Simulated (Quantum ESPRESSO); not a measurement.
# Voltage at the next charge: Li(110), 4 layers, one monolayer of Na on longbridge sites against an electrode

How the rows were computed: Quantum ESPRESSO 7.5, PBE, GBRV ultrasoft; ESM with bc3, a metal electrode 4.87 Å above the top atoms; cell area 8.613 Å²; ions fixed. V is the potential energy of an electron at the electrode over the slab's Fermi level, divided by e, so that it equals the work function at zero charge; positive charge removes electrons.

| charge (e a cell) | V (V) |
| --- | --- |
| 0 | 3.081 |
| 0.0129 | 3.773 |
| 0.0258 | 4.501 |

One more run was made and is withheld. What is V at a charge of 0.0517 e, and what capacitance do the rows imply?

By hand: The last two rows give dV/dq = (4.501 − 3.773)/(0.0258 − 0.0129) = 56.4 V/e, so C = 1602/(8.613 × 56.4) = 3.30 µF/cm², an effective gap of 8.854/3.30 = 2.69 Å. At constant C, V = 4.501 + 56.4 × 0.0259 = 5.96 V.

**Check.** V = 6.067 V; the estimate misses by −0.10 V, 6.7 % of the step. Over the three intervals C goes 3.47, 3.30 and 3.08 µF/cm²: it falls as electrons leave, the surface charge drawing back towards the atoms.

Caveats: Vacuum fills the gap; a dielectric or electrolyte would change C. The slab is thin.
